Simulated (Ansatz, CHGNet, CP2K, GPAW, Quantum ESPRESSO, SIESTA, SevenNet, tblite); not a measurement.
## Random packing of C71N29 (at. %) (109 atoms) in GPAW

Wanted: GPAW inputs and outputs for random packing of C71N29 (at. %) (109 atoms), checked against a plane-wave reference.

Method: the method is named at each step, in GPAW 26.7.0.

### 1. The starting structure

The cell holds 109 atoms: 77 C and 32 N. Cell: a = 9.809 Å, b = 9.809 Å, c = 9.809 Å, α = 90.0°, β = 90.0°, γ = 90.0°. 109 atoms (77 C, 32 N) packed at random in a cube at 2.42 g/cm³ and pushed apart as soft spheres; a start for melting by ab initio MD, not an equilibrated structure. Then every atom was moved at random, 0.03 Å r.m.s. a Cartesian component.

The yardstick, on the same geometry:

| Property | Result |
| --- | --- |
| method | Kohn-Sham DFT, PBE, PAW, plane waves (Ansatz 0.2.0); cutoff 420 eV, Γ point, fermi-dirac smearing of 0.05 eV; PAW set soft_2 |
| r.m.s. force component | 1.943 eV/Å |
| longest force | 8.61 eV/Å |
| pressure | -23.6 GPa |
| SCF cycles | 9 |
| time | 5.8 s on 8 threads of Arm Neoverse V2, shared host |
| CPU time | 41 s |

### 2. PBE, LCAO dzp, h 0.18 Å

Method: Kohn-Sham DFT, PBE, PAW, atomic orbitals (dzp).

Input file run.py:

```python
import numpy as np
from ase.io import read
from gpaw import GPAW, FermiDirac
from ase.parallel import parprint as print

atoms = read("structure.xyz")
atoms.calc = GPAW(
    mode="lcao",
    basis="dzp",
    h=0.18,
    xc="PBE",
    kpts={"size": (1, 1, 1), "gamma": True},
    occupations=FermiDirac(0.05),
    maxiter=200,
    symmetry={"point_group": False},
    txt="gpaw.txt",
)
energy = atoms.get_potential_energy(force_consistent=True)
forces = atoms.get_forces()
print(f"energy {energy:.6f} eV")
print("forces (eV/A)")
for i, (a, f) in enumerate(zip(atoms, forces)):
    print(f"{i:4d} {a.symbol:2s} {f[0]:10.5f} {f[1]:10.5f} {f[2]:10.5f}")
print(f"Fermi level {atoms.calc.get_fermi_level():.4f} eV")
for k in range(len(atoms.calc.get_ibz_k_points())):
    for s in range(atoms.calc.get_number_of_spins()):
        e = atoms.calc.get_eigenvalues(kpt=k, spin=s)
        n = np.searchsorted(e, atoms.calc.get_fermi_level())
        print(f"k {k} spin {s} levels about the Fermi level:", np.round(e[max(n - 6, 0):n], 4).tolist(), "|", np.round(e[n:n + 6], 4).tolist())
```

Input file structure.xyz:

```xyz
109
Lattice="9.80880 0.00000 0.00000 0.00000 9.80880 0.00000 0.00000 0.00000 9.80880" Properties=species:S:1:pos:R:3 pbc="T T T"
C 4.67056 5.25487 7.32148
C 0.20167 8.98820 5.13756
C 3.55638 0.60481 7.40859
C 3.51861 2.66191 1.77353
C 3.30959 7.64871 1.97275
C 0.46906 6.19681 3.80140
C 5.53824 1.32350 1.82444
C 6.91579 7.48156 4.73029
C 8.73425 5.68704 8.22615
C 6.27910 2.00306 4.60994
C 1.69123 2.43052 1.80443
C 1.85700 3.36108 5.92461
C 7.45224 5.95002 2.07495
C 5.89048 7.07499 0.42874
C 2.39688 2.96010 4.04466
C 7.75268 0.60618 1.79275
C 0.72948 0.36165 3.75030
C 4.09007 7.24105 0.35312
C 1.98981 5.26428 4.45172
C 7.61545 2.58226 0.00579
C 1.17961 8.22762 2.25426
C 5.21367 3.04338 6.00436
C 9.41400 4.79287 5.47537
C 1.85406 0.61158 5.58425
C 1.62885 0.80432 8.72267
C 4.55295 9.00830 8.47598
C 6.36258 5.84340 3.70488
C 0.79294 4.97561 8.52659
C 8.28824 4.10626 2.63396
C 1.51379 4.99886 0.94655
C 0.66249 4.73912 2.78079
C 7.12070 5.59504 8.79741
C 7.69903 0.93066 4.99474
C 0.34488 7.25528 7.69785
C 6.05782 9.63057 2.84799
C 0.79902 2.76432 3.83151
C 2.84396 0.81276 0.29897
C 8.79182 1.82777 8.09422
C 7.25086 4.35668 4.85055
C 9.17084 9.57780 2.34205
C 4.56001 5.04682 2.78109
C 3.87399 4.96512 0.12241
C 6.42270 6.31020 5.74580
C 5.50489 4.17659 4.49606
C 4.44368 5.26193 5.73648
C 2.60021 8.45666 0.10780
C 9.12003 2.04249 4.58669
C 9.35357 2.78178 2.71978
C 7.40692 9.01183 3.56501
C 0.78166 1.89771 5.75325
C 1.57029 7.35219 4.96335
C 8.24096 6.37248 5.36757
C 0.26072 8.65793 8.90698
C 2.67172 4.82289 6.54983
C 0.20422 3.48261 7.10540
C 0.24836 3.02543 0.69976
[... 49 atom lines left out ...]
N 4.51931 3.16579 3.13440
N 5.04084 3.51420 7.74621
N 4.86232 0.99716 9.07275
N 9.36093 1.15548 1.08662
```

The run is started by

```console
$ OMP_NUM_THREADS=1 mpirun -np 2 gpaw python run.py > output.txt
```

What it wrote:

```text
energy -563.769074 eV
forces (eV/A)
   0 C    -0.55718   -0.18396   -1.73081
   1 C     2.12353   -1.91878   -2.46861
   2 C    -1.03847    0.51199   -0.78688
   3 C    -0.75052    3.51775   -0.54585
   4 C     0.76092   -1.54203   -1.02825
   5 C     2.58528    1.48978   -0.23677
   6 C     0.74028   -3.19323    1.49165
   7 C     1.14124   -2.37439    0.30396
   8 C    -2.69317    3.57973   -1.75426
   9 C     1.31366   -3.75584    2.75417
  10 C     2.37256   -2.09363   -1.38698
  11 C     1.96653   -1.66972   -0.11627
  12 C     1.59796    2.19709    2.10755
  13 C    -0.90240    1.95428    0.45434
  14 C    -3.25063   -2.55712    1.13867
  15 C     2.68811    3.45605    0.37275
  16 C    -1.27138    0.02355   -0.47471
  17 C    -3.53419    1.62950   -0.02808
  18 C     0.89162    2.23914   -1.49844
  19 C    -1.95895   -0.01433   -2.00133
  20 C    -1.66018   -1.87976    1.35393
  21 C    -1.14957   -2.73007    0.17470
  22 C    -0.81539    1.54671    0.22138
  23 C    -0.83009    2.45618   -2.14769
[...]
101 N    -0.38033    1.62744   -0.44493
 102 N    -2.13967   -0.48137    1.85405
 103 N    -1.73194    3.07161    1.92855
 104 N    -0.26464    1.95654   -1.41827
 105 N    -0.98139    0.58845   -2.37063
 106 N     0.54673    2.24518   -3.83588
 107 N    -2.37991    1.19458   -0.58298
 108 N    -1.58238   -2.64812   -0.40882
Fermi level 6.4104 eV
k 0 spin 0 levels about the Fermi level: [6.209, 6.2685, 6.3168, 6.3361, 6.3521, 6.4033] | [6.423, 6.4457, 6.4877, 6.5458, 6.5489, 6.599]
```

gpaw.txt:

```text
Input parameters:
  mode=LCAO(),
  basis={'default': 'dzp'},
  h=0.18,
  kpts=MonkhorstPack(size=(1, 1, 1), gamma=True),
  maxiter=200,
  occupations=Occupations(name='fermi-dirac', width=0.05, fixmagmom=False),
  symmetry=Symmetry(point_group=False),
  xc=XC(name='PBE')
Unit cell  # Å
| periodic |        x |        y |        z |  lengths |    angles |
|----------|----------|----------|----------|----------|-----------|
|      yes | 9.808800 | 0.000000 | 0.000000 | 9.808800 | 90.000000 |
|      yes | 0.000000 | 9.808800 | 0.000000 | 9.808800 | 90.000000 |
|      yes | 0.000000 | 0.000000 | 9.808800 | 9.808800 | 90.000000 |
Number of symmetries: 1
Symmetry operations  # r_c * U_cc + t_c -> r_c
|   | kind |            matrix            |
|---|------|------------------------------|
| 0 |  E   |  1, 0, 0,  0, 1, 0,  0, 0, 1 |
BZ-sampling:
  Number of BZ points: 1
  Number of IBZ points: 1
  Monkhorst-Pack size: [1, 1, 1]
  Monkhorst-Pack shift: [0, 0, 0]
[... lines left out ...]
      Number of RI-basis functions 0
Reference energy: -126542.453027  # eV
eigensolver:
density mixing:
  MSR1-Mixer
occupation numbers:
  Fermi-Dirac:
    width: 0.0500  # eV
FastPoissonSolver using
    Stencil: 6*3+1=19 point O(h^6) finite-difference Laplacian
xc functional:
  name: PBE with 2 nearest neighbor stencil
interpolation: tri-quintic # 5. degree polynomial
Initialization done in: 4.308 s
convergence criteria:
- Maximum [total energy] change in last 3 cyles: 0.0005 eV / valence electron
- Maximum integral of absolute [dens]ity change: 0.0001 electrons / valence electron
- Maximum integral of absolute [eigenst]ate change: 4e-08 eV^2 / valence electron
maximum number of iterations: 200
SCF iterations
|iter     |      energy | eigst |  dens |
|---------|-------------|-------|-------|
|iter:   1| -569.978155 |      c|       |
|iter:   2| -567.289329 |      c| -1.12 |
|iter:   3| -573.974316 |      c| -1.18 |
|iter:   4| -571.131147 |      c| -1.17 |
[...]
|iter:   9| -563.593864 |      c| -1.90 |
|iter:  10| -563.595739 |      c| -2.16 |
|iter:  11| -563.599607c|      c| -2.26 |
|iter:  12| -563.535708c|      c| -2.27 |
|iter:  13| -563.528869c|      c| -2.65 |
[...]
|iter:  20| -563.524799c|      c| -3.65 |
|iter:  21| -563.524663c|      c| -3.79 |
|iter:  22| -563.524676c|      c| -4.00c|
Converged in 22 steps
SCF loop duration: 143.464 s (6.521 s/step)
Energy contributions relative to reference atoms: (reference = -126542.453027)
Energy contributions:
  Kinetic:          24.024001
  Coulomb:        -109.534991
  Zero:              9.605697
  External:          0.000000
  Xc:             -487.374986
  Entropy:          -0.488796
  Spinorbit:         0.000000
  ----------------------------
  Free energy:    -563.769074
  Extrapolated:   -563.524676
dipole moment: (-16.873218, 14.084829, -81.364694)  # |e|*Ang
Fermi level: 6.410
Eigenvalues  # (at kpt = [0.000, 0.000, 0.000])
| band index |      eig [eV] | occ [0-2] |
|------------|---------------|-----------|
|          0 |       -15.070 |     2.000 |
|        ... |               |           |
|        226 |         6.072 |     1.998 |
|        227 |         6.144 |     1.990 |
[...]
|        241 |         6.693 |     0.007 |
|        ... |               |           |
|        284 |         8.561 |     0.000 |
Gap: 0.020 eV
Transition (v -> c):
  (s=0, k=0, n=233, [0.00, 0.00, 0.00]) -> (s=0, k=0, n=234, [0.00, 0.00, 0.00])
No difference between direct/indirect transitions
Force computation time: 14.087  # s
```

It took 2.7 min on 2 MPI ranks of Arm Neoverse V2, shared host; peak memory 1.7 GiB; 5.5 min of CPU time.

Banners, paths, timers and routine set-up lines are dropped from the logs unmarked, and long logs keep their key lines alone; longer cuts are marked.

Compared with the plane-wave run:

```yaml
r_m_s_force_component: 1.907 eV/Å
r_m_s_difference_of_force_components: 83.57 meV/Å
longest_difference_of_force_vectors: 284.4 meV/Å
force_difference_over_r_m_s_force: 4.301 %
slope_of_forces_against_the_reference_s: 0.9809
correlation_of_force_components: 0.9992
```

Length of the force difference by element (eV/Å):

```tsv
element	atoms	mean	most
C	77	0.13	0.28
N	32	0.14	0.27
```

A closer look about N88, picked at random: 10 atoms, nearest first, numbered in the order of the input, with positions taken from that point.

```tsv
atom	x	y	z	distance (Å)	Fx	Fy	Fz (eV/Å)
N88	0.00	0.00	0.00	0.00	0.61	-3.86	-3.47
C13	-0.69	-1.43	-0.59	1.69	1.60	2.20	2.11
N98	1.09	-0.82	-1.09	1.75	-1.65	1.82	0.36
C49	-0.73	1.63	0.90	2.00	-1.97	0.59	0.06
C65	1.90	0.49	0.92	2.17	2.41	-1.21	0.59
C8	-1.23	0.10	2.07	2.40	1.14	-2.37	0.30
C40	1.03	2.20	-0.32	2.45	-0.59	2.94	-1.14
C27	-1.78	-1.54	1.04	2.57	1.17	-0.67	-0.86
C58	-0.16	0.78	-2.47	2.59	0.45	0.08	-2.89
C6	2.14	-1.18	1.14	2.69	2.59	1.49	-0.24
```

Atoms are counted from 1 here, from 0 in the log.

Forces lie 4.3 % from the reference's, at 7.9 times its CPU time (on 2 against 8 cores).

### 3. PBE, LCAO szp(dzp), h 0.18 Å

Method: Kohn-Sham DFT, PBE, PAW, atomic orbitals (szp(dzp)).

Edit run.py of step 2 so:

```diff
@@ -3,3 +3,2 @@
 from gpaw import GPAW, FermiDirac
-from ase.parallel import parprint as print
 
@@ -8,3 +7,3 @@
     mode="lcao",
-    basis="dzp",
+    basis="szp(dzp)",
     h=0.18,
```

structure.xyz is that of step 2.

The run is started by

```console
$ OMP_NUM_THREADS=1 python run.py > output.txt
```

What it wrote:

```text
energy -535.120487 eV
forces (eV/A)
   0 C    -0.58911    0.28820   -1.16091
   1 C     1.95555   -1.68328   -2.46552
   2 C    -1.21958    0.86260   -0.81441
   3 C    -0.63223    2.92602   -0.76778
   4 C     0.20629   -0.95415   -0.04772
   5 C     1.95883    1.18812   -0.11773
   6 C     0.53248   -2.71035    1.15829
   7 C     1.30216   -1.57324   -0.01412
   8 C    -1.99698    3.42173   -2.09130
   9 C     1.02244   -3.30197    1.99593
  10 C     2.09734   -1.89668   -1.24011
  11 C     2.30450   -1.99010   -0.39455
  12 C     0.92319    1.97378    1.83432
  13 C     0.25213    1.46553   -0.06167
  14 C    -2.67689   -2.08777    0.92730
  15 C     1.90316    3.11140   -0.13070
  16 C    -1.50649    0.29589   -0.68658
  17 C    -3.87796    1.38330   -1.37002
  18 C     0.84765    1.82398   -1.40137
  19 C    -1.62254   -0.35106   -1.17407
  20 C    -1.34063   -1.51027    0.76250
  21 C    -1.15192   -2.50929    0.16575
  22 C    -0.73784    1.68231    0.45256
  23 C    -0.36234    1.70830   -1.56710
[...]
101 N    -0.67792    1.32585   -0.35563
 102 N    -1.47723   -0.23309    1.61881
 103 N    -1.31022    2.69776    1.54032
 104 N     0.04610    1.62101   -0.10475
 105 N    -0.60805    0.28332   -2.09023
 106 N    -0.19650    1.67892   -3.47743
 107 N    -2.39657    1.40604   -0.27078
 108 N    -1.22851   -2.43496   -0.75271
Fermi level 6.1544 eV
k 0 spin 0 levels about the Fermi level: [5.9553, 6.0074, 6.0641, 6.0845, 6.0993, 6.1512] | [6.1648, 6.1872, 6.2281, 6.281, 6.2916, 6.3432]
```

gpaw.txt:

```text
Input parameters:
  mode=LCAO(),
  basis={'default': 'szp(dzp)'},
  h=0.18,
  kpts=MonkhorstPack(size=(1, 1, 1), gamma=True),
  maxiter=200,
  occupations=Occupations(name='fermi-dirac', width=0.05, fixmagmom=False),
  symmetry=Symmetry(point_group=False),
  xc=XC(name='PBE')
Unit cell  # Å
| periodic |        x |        y |        z |  lengths |    angles |
[... lines left out ...]
  Fermi-Dirac:
[... lines left out ...]
convergence criteria:
- Maximum [total energy] change in last 3 cyles: 0.0005 eV / valence electron
[... lines left out ...]
Converged in 25 steps
[... lines left out ...]
  Free energy:    -535.120487
  Extrapolated:   -534.870870
dipole moment: (-17.013510, 13.805642, -81.604672)  # |e|*Ang
Fermi level: 6.154
Eigenvalues  # (at kpt = [0.000, 0.000, 0.000])
| band index |      eig [eV] | occ [0-2] |
|------------|---------------|-----------|
|          0 |       -15.327 |     2.000 |
|        ... |               |           |
|        226 |         5.824 |     1.997 |
|        227 |         5.881 |     1.992 |
[...]
|        241 |         6.429 |     0.008 |
|        ... |               |           |
|        284 |         8.268 |     0.000 |
Gap: 0.014 eV
Transition (v -> c):
  (s=0, k=0, n=233, [0.00, 0.00, 0.00]) -> (s=0, k=0, n=234, [0.00, 0.00, 0.00])
No difference between direct/indirect transitions
Force computation time: 19.409  # s
timing:  # [seconds]
  Total:  244.831  # ━━━━━━━━━━━━━━━━━━━━━━━━━━━━━━━━━━━━━━━━━━━━━━━━━━━━━━━━
  Init:     7.006  # ━╸
  SCF:    218.386  # ━━━━━━━━━━━━━━━━━━━━━━━━━━━━━━━━━━━━━━━━━━━━━━━━━━
  Forces:  19.409  # ━━━━╸
```

Wall time 4.1 min (1 thread); peak memory 1.2 GiB.

Against the reference:

| Quantity | Value |
| --- | --- |
| r.m.s. force component | 1.651 eV/Å |
| r.m.s. difference of force components | 513.1 meV/Å |
| longest difference of force vectors | 1661 meV/Å |
| force difference over r.m.s. force | 26.41 % |
| slope of forces against the reference's | 0.826 |
| correlation of force components | 0.9723 |

This is a coarse setting, run to see what it loses.

Against the first run (4.3 %), the force difference from the reference is 26 %, at 0.75 times the CPU time (on 1 against 2 cores), with 981 basis functions against 1417: the smaller basis costs accuracy.

(Continued in part 2 of 2.)

[Also dropped from logs without a mark: logging warnings of Python, and SIESTA's first energy breakdown and zero terms.]

[Logs are printed without paths, hosts, clocks, repeated set-up lines and the standing remarks that a program may print on its own settings, such as how far it seeks lower states.]

[Hosts, paths, dates, database ids (printed as entryN), source tags and the programs' standing remarks are cut or masked in the printed files.]
